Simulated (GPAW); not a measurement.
# Screening of a field by a 7-layer slab of Ta(110), part 2 of 2

How does a 7-layer slab of Ta(110) screen a perpendicular field?

GPAW 26.7.0; GPAW, PAW setups; slab in vacuum, relaxation (the session's first sound run).

So far. Step 5 (Field on): The dipole is now -0.0762 e Å, against 0.0020 in the run without a field. Step 8 (In a field): The dipole is now 0.0804 e Å, against 0.0020 in the run without a field.

### Step 9. In a field

run.py reads:

```python
import json
import numpy as np
from ase import Atoms
from gpaw import GPAW, PW
from gpaw.external import ConstantElectricField

slab = Atoms(
    ['Ta', 'Ta', 'Ta', 'Ta', 'Ta', 'Ta', 'Ta'],
    positions=[
        [0.00000, 0.00000, 8.00000],
        [2.34052, -0.00000, 10.34052],
        [0.00000, 0.00000, 12.68105],
        [2.34052, -0.00000, 15.03500],
        [-0.00000, -0.00000, 17.38863],
        [2.34052, -0.00000, 19.74134],
        [-0.00000, -0.00000, 21.99545]],
    cell=[[2.34052, -1.655, 0.0], [2.34052, 1.655, 0.0], [0.0, 0.0, 30.04314]],
    pbc=[True, True, False])

slab.calc = GPAW(mode=PW(400), xc='PBE', kpts={'size': (12, 12, 1), 'gamma': True},
                 occupations={'name': 'fermi-dirac', 'width': 0.1}, nbands='160%',
                 convergence={'density': 1e-05}, maxiter=200,
                 poissonsolver={'dipolelayer': 'xy'},
                 external=ConstantElectricField(0.2, [0, 0, 1]),
                 symmetry={'tolerance': 1e-3}, txt='slab.txt')
result = {}
energy = slab.get_potential_energy()
fermi = slab.calc.get_fermi_level()
v = slab.calc.get_electrostatic_potential().mean((0, 1)) - fermi
n = slab.calc.get_pseudo_density().mean((0, 1))
L = slab.cell[2, 2]
z = np.arange(len(v)) * L / len(v)
low, high = slab.positions[:, 2].min(), slab.positions[:, 2].max()
below, above = np.interp([low - 5.8, high + 5.8], z, v)
slopes = [np.interp(x, z, np.gradient(v, z)) for x in (low - 5.8, high + 5.8)]
eps = np.array([[slab.calc.get_eigenvalues(k, s) for k in range(len(slab.calc.get_ibz_k_points()))]
                for s in range(slab.calc.get_number_of_spins())]) - fermi
top, bottom = eps[eps < 0].max(), eps[eps > 0].min()
dipole = slab.get_dipole_moment()[2]
print(f'energy {energy:.4f} eV, Fermi level {fermi:.4f} eV, dipole {dipole:.5f} e A')
print(f'potential 5.8 A off the faces, from the Fermi level: lower {below:.4f} eV, upper {above:.4f} eV')
print(f'slope of the potential there: lower {slopes[0]:.5f}, upper {slopes[1]:.5f} eV/A')
print(f'nearest levels on the mesh: {top:.4f} and {bottom:.4f} eV')
print('magnetic moment', round(slab.get_magnetic_moment(), 3))
result.update(energy=energy, fermi=fermi, dipole=dipole, below=below, above=above, slopes=slopes, edges=[top, bottom],
              z=z.tolist(), v=v.tolist(), n=n.tolist(), positions=slab.positions.tolist(),
              forces=slab.get_forces(apply_constraint=False).tolist(), moments=slab.get_magnetic_moments().tolist())
json.dump(result, open('result.json', 'w'))
```

Run with:

```bash
$ OMP_NUM_THREADS=1 OPENBLAS_NUM_THREADS=1 python run.py
```

Output:

```text
energy -66.7105 eV, Fermi level 4.3765 eV, dipole 0.15873 e A
potential 5.8 A off the faces, from the Fermi level: lower 6.6267 eV, upper 2.9191 eV
slope of the potential there: lower -0.00034, upper 0.00011 eV/A
nearest levels on the mesh: -0.0048 and 0.0066 eV
magnetic moment 0.0
```

The job ended after 8 min (1 thread of Intel Xeon 6975P-C (Granite Rapids), shared host; peak memory 0.69 GiB).

The dipole is now 0.159 e Å, against 0.0020 in the run without a field.

### Step 10. Field on

Edit run.py of step 9 so:

```diff
@@ -23,3 +23,3 @@
                  poissonsolver={'dipolelayer': 'xy'},
-                 external=ConstantElectricField(0.2, [0, 0, 1]),
+                 external=ConstantElectricField(0.3, [0, 0, 1]),
                  symmetry={'tolerance': 1e-3}, txt='slab.txt')
```

Output:

```text
energy -66.7303 eV, Fermi level 4.3727 eV, dipole 0.23709 e A
potential 5.8 A off the faces, from the Fermi level: lower 7.5519 eV, upper 2.0141 eV
slope of the potential there: lower -0.00045, upper 0.00009 eV/A
nearest levels on the mesh: -0.0047 and 0.0067 eV
magnetic moment 0.0
```

Wall time 8.2 min (1 thread); peak memory 0.69 GiB.

The dipole is now 0.237 e Å, against 0.0020 in the run without a field.

### Step 11. The series

The members are put on one axis.

This step: induced dipole against applied field (GPAW 26.7.0).

Dipole along the normal against field:

```tsv
field (V/Å)	dipole along the normal (e·Å)
-0.200	-0.154
-0.100	-0.0762
-0.050	-0.0370
0.000	0.00203
0.050	0.0413
0.100	0.0804
0.200	0.159
0.300	0.237
```

### Step 12. A changed run

One more run, with changed settings.

This step: GPAW, PAW setups; slab in vacuum (GPAW 26.7.0).

Edit run.py of step 10 so:

```diff
@@ -4,3 +4,2 @@
 from gpaw import GPAW, PW
-from gpaw.external import ConstantElectricField
 
@@ -19,7 +18,6 @@
 
-slab.calc = GPAW(mode=PW(400), xc='PBE', kpts={'size': (12, 12, 1), 'gamma': True},
+slab.calc = GPAW(mode=PW(100), xc='PBE', kpts={'size': (12, 12, 1), 'gamma': True},
                  occupations={'name': 'fermi-dirac', 'width': 0.1}, nbands='160%',
-                 convergence={'density': 1e-05}, maxiter=200,
+                 convergence={'density': 1e-05}, maxiter=75,
                  poissonsolver={'dipolelayer': 'xy'},
-                 external=ConstantElectricField(0.3, [0, 0, 1]),
                  symmetry={'tolerance': 1e-3}, txt='slab.txt')
```

Output:

```text
energy -36.3111 eV, Fermi level 4.4911 eV, dipole -0.00062 e A
potential 5.8 A off the faces, from the Fermi level: lower 5.2651 eV, upper 5.2112 eV
slope of the potential there: lower -0.04542, upper 0.03837 eV/A
nearest levels on the mesh: -0.0008 and 0.0056 eV
magnetic moment 0.0
```

Wall time 90 s (1 thread); peak memory 0.17 GiB.

The run finished. A setting was moved off its sound value on purpose, so it serves as a test and not as the result.

The fault put into the input: a cutoff far too low (ecut = 100).

### Step 13. Outcome

| Quantity | Value |
| --- | --- |
| work function, upper and lower face | 4.736 and 4.786 eV |
| dipole along the normal | 0.00203 e Å |
| induced dipole per field | 0.783 e Å per V/Å |
| out-of-plane polarisability per area, α/(ε0 A) | 18.3 Å |

What this shows: The field induces 0.783 e Å per V/Å, a polarisable thickness α/(ε0 A) of 18.3 Å beside 14.0 Å between the outermost nuclei. A perfect conductor would give the distance between its two image planes; a dielectric of thickness t gives t(1 - 1/ε). The two faces differ by 0.050 eV, the step that the slab's dipole makes (e p/(ε0 A) gives 0.047 eV), so the dipole layer is needed. The lowest atoms were held at bulk positions, which alone makes the faces unlike. The measured value for this face is 4.74 eV (as compiled in "Anisotropic work function of elemental crystals", 2019, arxiv:1902.07811); the relaxed upper face lies 0.0045 eV under it with PBE. Measured work functions scatter by a tenth of an eV or more between methods. The induced dipole is linear in the field over this range. The small printed dipole stands for a step of -47 meV from the lower to the upper face, and the probes find -50 meV; values this small are near the numerical noise of both. The in-plane lattice was kept as typed, which isn't the functional's own and leaves some strain; spin-orbit coupling and temperature are left out.

[Logs are printed without paths, hosts, clocks, repeated set-up lines and the standing remarks that a program may print on its own settings, such as how far it seeks lower states.]

[Hosts, paths, dates, database ids (printed as entryN), source tags and the programs' standing remarks are cut or masked in the printed files.]
